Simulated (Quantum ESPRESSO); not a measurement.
# Core-hole calculation of the Gd L₃ edge in Gd2TeO2 (I4/mmm), part 3 of 3

What does one-electron theory with a core hole give for the Gd L₃ edge of Gd2TeO2 (I4/mmm)?

Quantum ESPRESSO 7.5; X-ray absorption near-edge structure, plane-wave PAW LDA, one-electron final states by a Lanczos continued fraction.

So far. Step 7 (Spectrum with FCH, Gd atom 1): Main maxima below 30 eV (height): 2.2 eV (2.11). At an L edge the dipole rule selects empty d (and weakly s) states on the absorber, and the strong line at the onset measures the empty part of its d band. Step 7 (Spectrum with FCH, Gd atom 1): The energy difference (zero at 7436 eV) isn't read as a photon energy: for so heavy an absorber the terms left out (core spin–orbit splitting, the hole's spin, the functional's error) amount to tens of eV or more.

## (9) Supercell with XCH, Gd atom 1

Level of this step: plane-wave PAW DFT, LDA, scalar-relativistic, self-consistent field (Quantum ESPRESSO).

The holes are 5.6 Å apart. The excited electron is kept in the cell, where it fills the lowest empty states and screens the hole.

Changed against the first core-hole run: core hole to XCH.

scf.in reads:

```
&control
   calculation='scf', prefix='x', pseudo_dir='../pp', outdir='tmp', tprnfor=.true.
/
&system
   ibrav=0, nat=10, ntyp=4, nbnd=50
   ecutwfc=47, ecutrho=360
   occupations='smearing', smearing='gaussian', degauss=0.003
/
&electrons
   conv_thr=1.0e-07, electron_maxstep=120
   mixing_beta=0.5
/
ATOMIC_SPECIES
Gd0 1.0 Gd.lda-spdn-kjpaw-2pch.UPF
Gd 1.0 Gd.lda-spdn-kjpaw.UPF
Te 1.0 Te.lda-n-kjpaw.UPF
O 1.0 O.lda-n-kjpaw.UPF
CELL_PARAMETERS angstrom
  3.96200000 -3.96200000 0.00000000
  3.96200000 3.96200000 0.00000000
  -1.98100000 1.98100000 6.26600000
ATOMIC_POSITIONS crystal
Gd0  0.66067000 0.00000000 0.32134000
Gd   0.16067000 0.50000000 0.32134000
Gd   0.33933000 0.00000000 0.67866000
Gd   0.83933000 0.50000000 0.67866000
Te   0.00000000 0.00000000 0.00000000
Te   0.50000000 0.50000000 0.00000000
O    0.00000000 0.25000000 0.50000000
O    0.50000000 0.75000000 0.50000000
O    0.50000000 0.25000000 0.50000000
O    0.00000000 0.75000000 0.50000000
K_POINTS automatic
4 3 4 0 0 0
```

Command:

```sh
> OMP_NUM_THREADS=1 mpirun --oversubscribe --bind-to none -np 4 pw.x -nk 4 -in scf.in > scf.out
```

What it wrote:

```text
     [... banner and references ...]
[banner, memory and clock lines left out]
using ibrav=0 with symmetry is DISCOURAGED, use correct ibrav instead

     G-vector sticks info

     bravais-lattice index     =            0
     lattice parameter (alat)  =      10.5884  a.u.
     unit-cell volume          =    1327.5348 (a.u.)^3
     number of atoms/cell      =           10
     number of atomic types    =            4
     number of electrons       =        81.00
     number of Kohn-Sham states=           50
     kinetic-energy cutoff     =      47.0000  Ry
     charge density cutoff     =     360.0000  Ry
     scf convergence threshold =      1.0E-07
     mixing beta               =       0.5000
     number of iterations used =            8  plain     mixing
     Exchange-correlation= SLA  PZ   NOGX NOGC
                           (   1   1   0   0   0   0   0)

     celldm(1)=  10.588351  celldm(2)=   0.000000  celldm(3)=   0.000000
     celldm(4)=   0.000000  celldm(5)=   0.000000  celldm(6)=   0.000000

     crystal axes: (cart. coord. in units of alat)
               a(1) = (   0.707107  -0.707107   0.000000 )
               a(2) = (   0.707107   0.707107   0.000000 )
               a(3) = (  -0.353553   0.353553   1.118307 )

     reciprocal axes: (cart. coord. in units 2 pi/alat)
               b(1) = (  0.707107 -0.707107  0.447105 )
               b(2) = (  0.707107  0.707107 -0.000000 )
               b(3) = ( -0.000000  0.000000  0.894209 )

     PseudoPot. #1 for Gd:     Pseudo is Projector augmented-wave + core cor, Zval = 12.0

     PseudoPot. #2 for Gd:     Pseudo is Projector augmented-wave + core cor, Zval = 11.0

[...]
Davidson diagonalization with overlap
     ethr =  2.71E-10,  avg # of iterations =  1.9

     End of self-consistent calculation

          k = 0.0000 0.0000 0.0000 (  7273 PWs)   bands (ev):

   -38.9586 -33.8460 -33.7849 -33.7478 -15.7859 -15.7720 -15.5699 -12.3839
   -12.3790 -12.1900 -11.5683 -11.5414 -11.5360 -11.4144 -11.3941 -11.3743
    -8.0456  -7.6567  -6.8870  -6.8825  -0.8172   0.0488   3.9265   4.2206
     4.4646   4.7374   4.7402   4.9861   6.2869   6.3678   6.4715   6.5490
     6.5879   6.6075   6.7283   6.9703   8.3408   8.6635   9.5526   9.5554
    10.8656  11.5817  11.8925  12.0172  12.1228  12.8086  13.0825  13.1425
    13.5430  14.0193

     [... bands of 13 further k-points ...]

     the Fermi energy is    11.3497 ev

!    total energy              =   -3032.74724108 Ry
     total all-electron energy =   -117319.664252 Ry
     estimated scf accuracy    <       0.00000003 Ry
     smearing contrib. (-TS)   =      -0.00046742 Ry
     internal energy E=F+TS    =   -3032.74677366 Ry

     The total energy is F=E-TS. E is the sum of the following terms:
     one-electron contribution =    -162.35743022 Ry
     hartree contribution      =     127.12452156 Ry
     xc contribution           =    -311.51352187 Ry
     ewald contribution        =    -338.45055429 Ry
     one-center paw contrib.   =   -2347.54978883 Ry

     convergence has been achieved in  14 iterations

     Forces acting on atoms (cartesian axes, Ry/au):

     atom    1 type  1   force =     0.00000000    0.00000000    0.05185005
     atom    2 type  2   force =     0.00000000    0.00000000    0.01457166
     atom    3 type  2   force =     0.00000000    0.00000000   -0.00836566
[...]
atom    9 type  4   force =     0.00096386   -0.02450998   -0.01745301
     atom   10 type  4   force =    -0.00096386    0.02450998   -0.01745301

     Total force =     0.086555     Total SCF correction =     0.000323

     XML data file, charge density, pseudopotentials, collected wavefunctions
```

It took 67 s on 4 MPI ranks of Arm Neoverse V1, shared host; peak memory 0.3 GiB.

Energy with the hole: -1596215.349 eV, cores included.

## (10) Spectrum with XCH, Gd atom 1

Changed against the first core-hole run: core hole to XCH.

xspectra.in reads:

```
&input_xspectra
   calculation='xanes_dipole', edge='L3'
   prefix='x', outdir='tmp', xiabs=1, xe0=10.9836
   xonly_plot=.false., x_save_file='xanes.sav'
   xniter=3000, xcheck_conv=20, xerror=0.005
   xcoordcrys=.false., xepsilon(1)=1, xepsilon(2)=0, xepsilon(3)=0
/
&plot
   xnepoint=501, xemin=-10, xemax=70, terminator=.true., cut_occ_states=.true.
   xgamma=0.4
/
&pseudos
   filecore='../Gd.wfc'
/
&cut_occ
   cut_desmooth=0.1, cut_stepl=0.05, cut_stepu=0.05, cut_ierror=1e-5
/
4 3 4 0 0 0
```

Command:

```sh
> OMP_NUM_THREADS=1 mpirun --oversubscribe --bind-to none -np 4 xspectra.x -nk 4 -in xspectra.in > xspectra.out
```

What it wrote:

```text
     [... banner and references ...]
Reading input_file

     calculation: xanes_dipole

     xepsilon  [cartesian coordinates]:   1.000000   0.000000   0.000000

     xonly_plot: FALSE
        => complete calculation: Lanczos + spectrum plot

     filecore (core-wavefunction file): ../Gd.wfc

     main plot parameters:
        cut_occ_states: TRUE
        gamma_mode:  constant
        -> using xgamma [eV]:  0.40
        xemin [eV]: -10.00
        xemax [eV]:  70.00
        xnepoint:  501
        xe0 [eV]:  10.983600 (energy zero read in input file)

[...]
Results of STEP 1 successfully written in x_save_file
     x_save_file name:
     ->  xanes.sav
     x_save_file version:  2

     ... End STEP 1 ...

     ... Begin STEP 2 ...

     The spectrum is calculated using the following parameters:
        xe0 [eV]:   10.9836
        the occupied states are elimintate from the spectrum
        xemin [eV]: -10.00
        xemax [eV]:  70.00
        xnepoint:  501
        constant broadening parameter [eV]:    0.400
        Core level energy [eV]:  -7243.
         (from electron binding energy of neutral atoms in X-ray data booklet)

     Cross-section successfully written in xanes.dat

     ... End STEP 2 ...

                                END JOB XSpectra
```

It took 6.2 min on 4 MPI ranks; peak memory 0.21 GiB; 25 min of CPU time.

```csv
E (eV),first run,this run
-2.0,0.55,0.58
-1.0,0.84,0.88
0.0,1.29,1.35
1.0,1.80,1.84
2.0,2.10,2.05
3.0,2.01,1.95
4.0,1.73,1.68
5.0,1.40,1.34
6.0,1.09,1.05
7.0,0.88,0.86
8.0,0.76,0.77
9.0,0.72,0.74
10.0,0.71,0.74
11.0,0.71,0.73
12.0,0.70,0.71
13.0,0.68,0.69
14.0,0.66,0.67
15.0,0.64,0.64
16.0,0.62,0.63
17.0,0.62,0.63
18.0,0.62,0.63
19.0,0.62,0.63
20.0,0.61,0.61
21.0,0.59,0.59
22.0,0.57,0.58
23.0,0.56,0.57
24.0,0.56,0.57
25.0,0.56,0.57
26.0,0.57,0.59
27.0,0.59,0.61
28.0,0.61,0.63
29.0,0.63,0.64
30.0,0.64,0.65
31.0,0.65,0.66
32.0,0.66,0.67
```

The scaled spectrum changes by 3 % r.m.s. The highest intensity below 24 eV goes from 2.2 eV (2.11) to 2.0 eV (2.05).

The photon energy of the zero moves by +0.44 eV.

## (11) Cell without a hole, the energy reference

The cell and mesh change for the next run, so it gets a reference energy of its own.

scf.in reads:

```
&control
   calculation='scf', prefix='x', pseudo_dir='../pp', outdir='tmp', tprnfor=.true.
/
&system
   ibrav=0, nat=5, ntyp=3, nbnd=24
   ecutwfc=47, ecutrho=360
   occupations='fixed'
/
&electrons
   conv_thr=5.0e-08, electron_maxstep=120
   mixing_beta=0.5
/
ATOMIC_SPECIES
Gd 1.0 Gd.lda-spdn-kjpaw.UPF
Te 1.0 Te.lda-n-kjpaw.UPF
O 1.0 O.lda-n-kjpaw.UPF
CELL_PARAMETERS angstrom
  0.00000000 -3.96200000 0.00000000
  -3.96200000 0.00000000 0.00000000
  1.98100000 -1.98100000 -6.26600000
ATOMIC_POSITIONS crystal
Gd   0.66067000 0.33933000 0.67866000
Gd   0.33933000 0.66067000 0.32134000
Te   0.00000000 0.00000000 0.00000000
O    0.75000000 0.75000000 0.50000000
O    0.25000000 0.25000000 0.50000000
K_POINTS automatic
5 5 5 0 0 0
```

Command:

```sh
> OMP_NUM_THREADS=1 mpirun --oversubscribe --bind-to none -np 4 pw.x -nk 4 -in scf.in > scf.out
```

What it wrote:

```text
     [... banner and references ...]
[banner, memory and clock lines left out]
using ibrav=0 with symmetry is DISCOURAGED, use correct ibrav instead

     G-vector sticks info

     bravais-lattice index     =            0
     lattice parameter (alat)  =       7.4871  a.u.
     unit-cell volume          =     663.7674 (a.u.)^3
     number of atoms/cell      =            5
     number of atomic types    =            3
     number of electrons       =        40.00
[...]
Forces acting on atoms (cartesian axes, Ry/au):

     atom    1 type  1   force =     0.00000000    0.00000000    0.03920679
     atom    2 type  1   force =     0.00000000   -0.00000000   -0.03920679
     atom    3 type  2   force =     0.00000000   -0.00000000    0.00000000
     atom    4 type  3   force =     0.00000000    0.00000000    0.00000000
     atom    5 type  3   force =     0.00000000    0.00000000    0.00000000

     Total force =     0.055447     Total SCF correction =     0.000368

     XML data file, charge density, pseudopotentials, collected wavefunctions
[key lines of the parts left out:]
!    total energy              =   -1517.36560315 Ry
convergence has been achieved in  16 iterations
```

Elapsed: 21 s, on 4 MPI ranks; peak memory 0.16 GiB; 84 s of CPU time.

## (12) Cell with FCH, Gd atom 1

A smaller cell brings the holes closer; here they are 4.0 Å apart.

Changed against the first core-hole run: supercell atoms from 10 to 5.

Edit scf.in of step 11 so:

```diff
@@ -4,5 +4,6 @@
 &system
-   ibrav=0, nat=5, ntyp=3, nbnd=24
+   ibrav=0, nat=5, ntyp=4, nbnd=24
    ecutwfc=47, ecutrho=360
    occupations='fixed'
+   tot_charge=1
 /
@@ -13,2 +14,3 @@
 ATOMIC_SPECIES
+Gd0 1.0 Gd.lda-spdn-kjpaw-2pch.UPF
 Gd 1.0 Gd.lda-spdn-kjpaw.UPF
@@ -21,3 +23,3 @@
 ATOMIC_POSITIONS crystal
-Gd   0.66067000 0.33933000 0.67866000
+Gd0  0.66067000 0.33933000 0.67866000
 Gd   0.33933000 0.66067000 0.32134000
```

What it wrote:

```text
     [... banner and references ...]
[banner, memory and clock lines left out]
using ibrav=0 with symmetry is DISCOURAGED, use correct ibrav instead

     G-vector sticks info

     bravais-lattice index     =            0
     lattice parameter (alat)  =       7.4871  a.u.
     unit-cell volume          =     663.7674 (a.u.)^3
     number of atoms/cell      =            5
     number of atomic types    =            4
     number of electrons       =        40.00
[...]
Forces acting on atoms (cartesian axes, Ry/au):

     atom    1 type  1   force =     0.00000000    0.00000000    0.06719825
     atom    2 type  2   force =     0.00000000   -0.00000000   -0.01222638
     atom    3 type  3   force =     0.00000000    0.00000000    0.03371464
     atom    4 type  4   force =     0.00000000   -0.00000000   -0.04434326
     atom    5 type  4   force =     0.00000000   -0.00000000   -0.04434326

     Total force =     0.098663     Total SCF correction =     0.000392

     XML data file, charge density, pseudopotentials, collected wavefunctions
[key lines of the parts left out:]
!    total energy              =   -1516.19124838 Ry
convergence has been achieved in  17 iterations
```

Elapsed: 26 s, on 4 MPI ranks; peak memory 0.16 GiB.

## (13) Spectrum with FCH, Gd atom 1

Changed against the first core-hole run: supercell atoms from 10 to 5.

Edit xspectra.in of step 10 so:

```diff
@@ -2,3 +2,3 @@
    calculation='xanes_dipole', edge='L3'
-   prefix='x', outdir='tmp', xiabs=1, xe0=10.9836
+   prefix='x', outdir='tmp', xiabs=1, xe0=10.2718
    xonly_plot=.false., x_save_file='xanes.sav'
@@ -17,2 +17,2 @@
 /
-4 3 4 0 0 0
+5 5 5 0 0 0
```

Command:

```sh
> OMP_NUM_THREADS=1 mpirun --oversubscribe --bind-to none -np 4 xspectra.x -nk 4 -in xspectra.in > xspectra.out
```

What it wrote:

```text
     [... banner and references ...]
Reading input_file

     calculation: xanes_dipole

     xepsilon  [cartesian coordinates]:   1.000000   0.000000   0.000000

     xonly_plot: FALSE
        => complete calculation: Lanczos + spectrum plot

     filecore (core-wavefunction file): ../Gd.wfc

     main plot parameters:
        cut_occ_states: TRUE
        gamma_mode:  constant
        -> using xgamma [eV]:  0.40
        xemin [eV]: -10.00
        xemax [eV]:  70.00
        xnepoint:  501
        xe0 [eV]:  10.271800 (energy zero read in input file)

[...]
Results of STEP 1 successfully written in x_save_file
     x_save_file name:
     ->  xanes.sav
     x_save_file version:  2

     ... End STEP 1 ...

     ... Begin STEP 2 ...

     The spectrum is calculated using the following parameters:
        xe0 [eV]:   10.2718
        the occupied states are elimintate from the spectrum
        xemin [eV]: -10.00
        xemax [eV]:  70.00
        xnepoint:  501
        constant broadening parameter [eV]:    0.400
        Core level energy [eV]:  -7243.
         (from electron binding energy of neutral atoms in X-ray data booklet)

     Cross-section successfully written in xanes.dat

     ... End STEP 2 ...

                                END JOB XSpectra
```

Wall time 4.9 min (4 MPI ranks); peak memory 0.13 GiB; 20 min of CPU time.

These settings depart from the first run's and aren't meant as converged.

Against the first run the r.m.s. difference is 2 %. The highest intensity below 24 eV goes from 2.2 eV (2.11) to 2.5 eV (2.13).

```
E (eV)  first run  this run
  -2.0       0.55      0.53
  -0.5       1.04      1.00
   1.0       1.80      1.74
   2.5       2.09      2.13
   4.0       1.73      1.78
   5.5       1.24      1.24
   7.0       0.88      0.89
   8.5       0.73      0.75
  10.0       0.71      0.71
  11.5       0.71      0.70
  13.0       0.68      0.67
  14.5       0.65      0.64
  16.0       0.62      0.61
  17.5       0.62      0.61
  19.0       0.62      0.62
  20.5       0.60      0.59
  22.0       0.57      0.57
  23.5       0.56      0.56
  25.0       0.56      0.56
  26.5       0.58      0.58
  28.0       0.61      0.60
  29.5       0.64      0.63
  31.0       0.65      0.64
```

## (14) Runs not followed above

These runs aren't followed: redraws of a spectrum that repeat one shown, runs with a planted fault or a state judged unsound, or a program's part that gave no sound spectrum.

| program | step | status | elapsed |
| --- | --- | --- | --- |
| Quantum ESPRESSO | spectrum with FCH, redrawn | converged | 6.4 s |
| Quantum ESPRESSO | spectrum with FCH, redrawn | converged | 6.4 s |

## (15) Summary of results

| Quantity | Value |
| --- | --- |
| absorber and edge | Gd L₃, atom 1 of the ground-state input (counted from 1) |
| surroundings | 4 O at 2.28 Å (4-fold, site symmetry 4mm) |
| highest intensity below 24 eV | 2.2 eV above the zero, height 2.11 |

In words: The Gd L₃ edge of atom 1, with 4 O at 2.28 Å (4-fold, site symmetry 4mm), has its highest intensity of the first 24 eV at 2.2 eV above the zero, 2.1 times the mean level of the first 20 eV (Lorentzian half width 2 eV (not a setting of the program: the run's 0.4 eV curve was folded afterwards with a further Lorentzian)). Changing the core hole to XCH alters the shape by 3 % r.m.s., so the result is insensitive to this choice. A cell with holes 4.0 Å apart changes the curve by 2 % r.m.s. (2 % after the best shift). Only the L₃ part is meant: spin–orbit coupling of the core level isn't computed and the L₂ copy isn't added. The run has no spin polarisation, although Gd can carry a moment. Lanthanide 4f electrons are frozen in the core. The holes are only 5.6 Å apart, so the shape is probably not converged with cell size; no larger cell was run here. The structure is a published determination, not relaxed.

[Banner, clock and machine lines of the logs are left out without a mark of their own.]

[Logs are printed without paths, hosts, clocks, repeated set-up lines and the standing remarks that a program may print on its own settings, such as how far it seeks lower states.]

[Hosts, paths, dates, database ids (printed as entryN), source tags and the programs' standing remarks are cut or masked in the printed files.]

[Lists of maxima count a maximum above −3 eV only where it reaches 4 % of the highest in the window and stands out from its surroundings by 2 % of it (1.5 % where it reaches 55 %); shoulders and weaker maxima are passed over, and of the rest the first, up to two pre-edge ones and the few strongest are named.]
